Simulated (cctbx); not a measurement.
# Absolute structure of CeSmBe5Fe12B2

Space group Cm (no. 8), a = 9.2290 Å, b = 8.3820 Å, c = 6.3920 Å, α = 90.00°, β = 100.07°, γ = 90.00°.

```
atom  mult.       x       y       z  Ueq (Å²)
 Sm1      2  0.8429     1/2  0.6650    0.0075
 Ce1      2  0.1547     1/2  0.3290    0.0095
 Fe1      4  0.2462  0.2475  0.9891    0.0109
 Fe2      2  0.1600     1/2  0.8552    0.0101
 Fe3      4  0.8943  0.2408  0.3321    0.0097
 Fe4      2  0.8509     1/2  0.1480    0.0095
 Fe5      4  0.0934  0.7522  0.6509    0.0112
 Fe6      4  0.6409  0.6322  0.2869    0.0094
 Fe7      4  0.9976  0.7095  0.9987    0.0102
  B1      4  0.2521  0.7468  0.5024    0.0164
 Be1      2  0.5037     1/2  0.5015    0.0186
 Be2      4  0.8640  0.1412  0.7141    0.0155
 Be3      2  0.5938     1/2  0.8986    0.0184
 Be4      2  0.4047     1/2  0.1031    0.0198
```

The model is made up (kin elements in a known structure type, no relaxation), so it says nothing on whether the phase exists.

Data sets are simulated with cctbx and refined with Bijvoet mates kept apart; Flack x is then fitted as the share of an inverted twin with the atoms fixed, Hooft y from the Bijvoet differences. The group is acentric but holds improper operations, so there is an absolute structure (orientation) and no hand.

Untwinned crystal. What Flack and Hooft values should come out?

| λ (Å) | extinction (unmodelled) | d min (Å) | top counts | error (%) | model | R1 | Flack x | s.u. | Hooft y | s.u. | pairs |
| --- | --- | --- | --- | --- | --- | --- | --- | --- | --- | --- | --- |
| 0.71073 | 0 | 0.77 | 5000 | 6 | as given | 0.0463 | 0.06 | 0.11 | 0.166 | 0.129 | 569 |
| 0.71073 | 0 | 0.77 | 5000 | 6 | inverted | 0.0473 | 0.89 | 0.11 | 0.789 | 0.128 | 569 |
| 1.54184 | 0.1 | 0.83 | 40000 | 4 | as given | 0.0159 | -0.008 | 0.004 | -0.009 | 0.007 | 459 |

With Mo Kα, the s.u. is too large to fix the absolute structure. With Cu Kα, x is within 3 s.u. of 0, so the absolute structure is right. Inverting the model turns x into about 1 − x.

A further crystal gives:

| λ (Å) | extinction (unmodelled) | d min (Å) | top counts | error (%) | model | R1 | Flack x | s.u. | Hooft y | s.u. | pairs |
| --- | --- | --- | --- | --- | --- | --- | --- | --- | --- | --- | --- |
| 0.71073 | 0.3 | 0.6 | 20000 | 3 | as given | 0.0276 | 0.35 | 0.03 | 0.310 | 0.035 | 1195 |

**Question.** What is it?

It was simulated as an inversion twin with a fraction 0.3 of the inverted domain. Flack x is over 3 s.u. from both 0 and 1 and reads that fraction.

[Logs are printed without paths, hosts, clocks, repeated set-up lines and the standing remarks that a program may print on its own settings, such as how far it seeks lower states.]
